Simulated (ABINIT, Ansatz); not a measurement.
# Ba2SrTeO6 (R-3): G0W0 with ABINIT, start to end, part 3 of 3

Aim: the G0W0 gap of Ba2SrTeO6 (R-3) on LDA, step by step.

ABINIT 10.8.3; LDA and many-body steps on it, plane waves. Known limits of the many-body steps: not at the basis limit; no spin-orbit coupling; coarse k mesh.

So far. Step 4 (Empty states on the mesh, 2×2×2 mesh, 588 bands): On this mesh the gap is 2.939 eV. Step 5 (Screening, 2×2×2 mesh, 536 bands, screening to 217.7 eV): Local fields lower ε∞ by 11 %. On a Γ-centred mesh this coarse the value itself is usually too large, while a short band sum pulls it down.

## 6. Self-energy, 2×2×2 mesh, 536 bands, screening to 217.7 eV

The self-energy is evaluated for the states that the input lists, and the levels follow from it, in one-shot runs by the linearised quasiparticle equation.

This step: G0W0 on LDA, plane waves, norm-conserving pseudopotentials.

run.abi reads:

```
acell 3*1.0 Angstrom
rprim 
  3.094471017325 1.786593674874 4.966610984592
  -3.094471017325 1.786593674874 4.966610984592
  -0.000000000000 -3.573187349682 4.966610984616
ntypat 4
znucl 56 38 52 8
natom 10
typat 1 1 2 3 4 4 4 4 4 4
xred 
  0.252060000000 0.252060000000 0.252060000000
  0.747940000000 0.747940000000 0.747940000000
  0.000000000000 0.000000000000 0.000000000000
  0.500000000000 0.500000000000 0.500000000000
  0.328441000000 0.717506000000 0.226340000000
  0.717506000000 0.226340000000 0.328441000000
  0.226340000000 0.328441000000 0.717506000000
  0.671559000000 0.282494000000 0.773660000000
  0.773660000000 0.671559000000 0.282494000000
  0.282494000000 0.773660000000 0.671559000000
pp_dirpath "pseudos"
pseudos "Ba.upf, Sr.upf, Te.upf, O.upf"
ecut 42
ngkpt 2 2 2
nshiftk 1
shiftk 0 0 0
kptopt 1
chksymbreak 0
istwfk *1
occopt 1
irdwfk 1
optdriver 4
nband 536
gwcalctyp 0
ecutsigx 42
symsigma 1
nkptgw 2
kptgw 
  0.5000000000 0.5000000000 0.0000000000
  0.0000000000 0.0000000000 0.0000000000
bdgw 
  44 47
  43 48
ecuteps 8
irdscr 1
ppmodel 1
indata_prefix "in"
outdata_prefix "out"
tmpdata_prefix "tmp"
```

Launch:

```bash
OMP_NUM_THREADS=1 mpirun -n 4 abinit run.abi > log
```

Numbers of over 12 decimals in the logs are rounded to 6 here.

The program printed:

```text
.Version 10.8.3 of ABINIT. v10.8.2 released Aug 2026.

 Symmetries : space group R-3 (#148); Bravais hR (rhombohedral)
[... echo of the input left out ...]
== DATASET  1 ==================================================================
-   mpi_nproc: 4, omp_nthreads: 1 (-1 if OMP is not activated)

--- !DatasetInfo
iteration_state: {dtset: 1, }
dimensions: {natom: 10, nkpt: 4, mband: 536, nsppol: 1, nspinor: 1, nspden: 1, mpw: 14476, }
cutoff_energies: {ecut:  42.0, pawecutdg:  -1.0, }
electrons: {nelect:   9.00000000E+01, charge:   0.00000000E+00, occopt:   1.00000000E+00, tsmear:   1.00000000E-02, }

 SIGMA: Calculation of the GW corrections

 Based on a program developped by R.W. Godby, V. Olevano, G. Onida, and L. Reining.
 Incorporated in ABINIT by V. Olevano, G.-M. Rignanese, and M. Torrent.
.Using double precision arithmetic ; gwpc =  8

[... cell and pseudopotentials left out ...]
--------------------------------------------------------------------------------

 ==== K-mesh for the wavefunctions ====
 Number of points in the irreducible wedge :     4
[... list of points left out ...]
 Together with  6 symmetry operations and time-reversal symmetry
 yields     8 points in the full Brillouin Zone.

 ==== Q-mesh for screening function ====
 Number of points in the irreducible wedge :     4
[... list of points left out ...]
 Together with  6 symmetry operations and time-reversal symmetry
 yields     8 points in the full Brillouin Zone.

 vcoul_init : cutoff-mode = AUXILIARY_FUNCTION
 q-points for optical limit:   1
     1)      0.000010    0.000020    0.000030
 setmesh: FFT mesh size selected  =    72x   72x   72
          total number of points  =       373248

 Number of electrons calculated from density =   90.0000; Expected =   90.0000
 average of density, n =  0.080951
 r_s =    1.4340
 omega_plasma =   27.4452 [eV]

 === KS Band Gaps ===
  >>>> For spin  1
   Minimum direct gap =   3.0686 [eV], located at k-point      :   0.0000  0.0000  0.0000
   Fundamental gap    =   2.9390 [eV], Top of valence bands at :   0.5000  0.5000  0.0000
                                       Bottom of conduction at :   0.0000  0.0000  0.0000
 SIGMA fundamental parameters:
 PLASMON POLE MODEL  1
 number of plane-waves for SigmaX                14397
 number of plane-waves for SigmaC and W           1241
 number of plane-waves for wavefunctions         14397
 number of bands                                   536
 number of independent spin polarizations            1
 number of spinorial components                      1
 number of k-points in IBZ                           4
 number of q-points in IBZ                           4
 number of symmetry operations                       6
 number of k-points in BZ                            8
 number of q-points in BZ                            8
 number of frequencies for dSigma/dE                 9
 frequency step for dSigma/dE [eV]                0.25
 number of omega for Sigma on real axis              0
 max omega for Sigma on real axis  [eV]           0.00
 zcut for avoiding poles [eV]                     0.10

 EPSILON^-1 parameters (SCR file):
 dimension of the eps^-1 matrix on file           1241
 dimension of the eps^-1 matrix used              1241
 number of plane-waves for wavefunctions         14397
 number of bands                                   536
 number of q-points in IBZ                           4
 number of frequencies                               2
 number of real frequencies                          1
 number of imag frequencies                          1

 matrix elements of self-energy operator (all in [eV])

 Perturbative Calculation

--- !SelfEnergy_ee
iteration_state: {dtset: 1, }
kpoint     : [   0.500,    0.500,    0.000, ]
spin       : 1
KS_gap     :    3.385
QP_gap     :    5.631
Delta_QP_KS:    2.246
data: !SigmaeeData |
     Band     E0 <VxcDFT>   SigX SigC(E0)      Z dSigC/dE  Sig(E)    E-E0       E
       44   4.432 -17.973 -23.013   4.209   0.782  -0.278 -18.623  -0.650   3.782
       45   5.078 -19.254 -24.338   4.357   0.778  -0.285 -19.820  -0.566   4.512
       46   8.463 -18.539 -13.614  -2.864   0.815  -0.227 -16.858   1.680  10.144
       47  11.093 -12.109  -6.776  -3.800   0.844  -0.186 -10.815   1.293  12.387

--- !SelfEnergy_ee
iteration_state: {dtset: 1, }
kpoint     : [   0.000,    0.000,    0.000, ]
spin       : 1
KS_gap     :    3.069
QP_gap     :    5.110
Delta_QP_KS:    2.041
data: !SigmaeeData |
     Band     E0 <VxcDFT>   SigX SigC(E0)      Z dSigC/dE  Sig(E)    E-E0       E
       43   4.944 -18.906 -23.972   4.320   0.779  -0.283 -19.487  -0.581   4.362
       44   4.944 -18.906 -23.972   4.320   0.779  -0.283 -19.487  -0.581   4.362
       45   4.948 -19.111 -24.265   4.409   0.779  -0.284 -19.691  -0.580   4.368
       46   8.017 -16.720 -11.989  -2.954   0.823  -0.216 -15.258   1.462   9.478
       47  10.028 -10.518  -5.609  -3.609   0.855  -0.170  -9.406   1.112  11.139
       48  10.028 -10.518  -5.609  -3.609   0.855  -0.170  -9.406   1.112  11.139

== END DATASET(S) ==============================================================
================================================================================

 -outvars: echo values of variables after computation  --------
           etotal      0.0000000000E+00
            nband         536
             nkpt           4
          spgroup         148
 [... the other variables as echoed above ...]

 Calculation completed.
```

Elapsed: 9.3 min, on 4 MPI ranks of Arm Neoverse V1, shared host; peak memory 6.8 GiB; 37 min of CPU time.

Numbers from this step:

```
G0W0 gap on the points computed              : 4.966 eV
starting gap on the mesh                     : 2.939 eV
k of the valence top                         : 0.5, 0.5, 0
k of the conduction bottom                   : 0, 0, 0
Z at the valence top                         : 0.778
Z at the conduction bottom                   : 0.823
least direct G0W0 gap on the computed points : 5.110 eV
```

The gap on the mesh goes from 2.94 eV to 4.97 eV, a correction of +2.03 eV.

Limits: finite bands, cutoff and mesh; no spin-orbit coupling; coarse k mesh. v1 is the top filled band, c1 the lowest empty one. The levels before and after the correction (eV, zero at the valence-band top of each column):

```csv
,conduction bottom,valence top
Kohn-Sham,2.94,0.00
G0W0,4.97,0.00
```

```csv
,level,energy (eV)
Kohn-Sham,(0.5 0.5 0) v2,-0.645
Kohn-Sham,(0.5 0.5 0) v1,0.000
Kohn-Sham,(0.5 0.5 0) c1,3.386
Kohn-Sham,(0.5 0.5 0) c2,6.016
Kohn-Sham,Γ v3-v2,-0.134
Kohn-Sham,Γ v1,-0.130
Kohn-Sham,Γ c1,2.939
Kohn-Sham,Γ c2-c3,4.950
G0W0,(0.5 0.5 0) v2,-0.730
G0W0,(0.5 0.5 0) v1,0.000
G0W0,(0.5 0.5 0) c1,5.632
G0W0,(0.5 0.5 0) c2,7.875
G0W0,Γ v3-v2,-0.150
G0W0,Γ v1,-0.144
G0W0,Γ c1,4.966
G0W0,Γ c2-c3,6.627
```

## 7. Where the time went

Times are wall times on 4 MPI ranks of Arm Neoverse V1, shared host. The host was busy with other work, so they are no guide to cost.

```csv
step,time,share,memory (GiB)
ground state,4 min,8 %,0.81
bands along the symmetry lines,3.9 min,7 %,0.74
empty states on the mesh,17 min,32 %,1.2
screening,19 min,36 %,6.8
self-energy,9.3 min,17 %,6.8
```

## 8. What came out

```yaml
lda_gap: 2.94 eV, indirect
g0w0_gap_on_the_mesh: 4.97 eV
gw_settings: 2×2×2 mesh, 536 bands, screening to 217.7 eV, Godby-Needs plasmon pole
known_limits: not at the basis limit; no spin-orbit coupling; coarse k mesh
```

**Reading.** G0W0 moves the gap on the mesh from 2.94 eV to 4.97 eV (+2.03 eV), with Z of 0.78 and 0.82 at the edges. Local fields lower the RPA ε∞ on this mesh from 4.50 to 4.01; a Γ-centred mesh this coarse tends to raise both, most where the direct gap is narrow, while a short band sum lowers them. Only 2 of the mesh's irreducible points were corrected, so a valley elsewhere could overtake. Bands and cutoff are finite, so the gap is not at the basis limit. The miss can reach some tenths of an eV and take either sign; the mesh is an error of its own. In the G0W0 run levels were corrected at 2 k points alone, so a gap called «on the mesh» is the least over those, and an edge elsewhere would be missed. The 2×2×2 mesh is coarse for this cell, which bears on the long-range parts of exchange and screening. The many-body steps are scalar-relativistic: spin-orbit coupling is not in them.

[Paths, hosts, dates, memory and timing lines, banners, echoed tables and standing remarks are left out of the program output.]

[Logs are printed without paths, hosts, clocks, repeated set-up lines and the standing remarks that a program may print on its own settings, such as how far it seeks lower states.]

[Runs of the session that timed out or met a known fault of the program may be left out.]

[Hosts, paths, dates, database ids (printed as entryN), source tags and the programs' standing remarks are cut or masked in the printed files.]

[G0W0 gaps are taken among the corrected bands and points alone; a level outside them can change the order at an edge.]

[Where Ansatz stands beside ABINIT at settings called matched, ABINIT's density can come from a denser mesh and the files from another edition; pairs whose starting gaps differed by over 0.03 eV were left out, so agreement reads better than it is.]
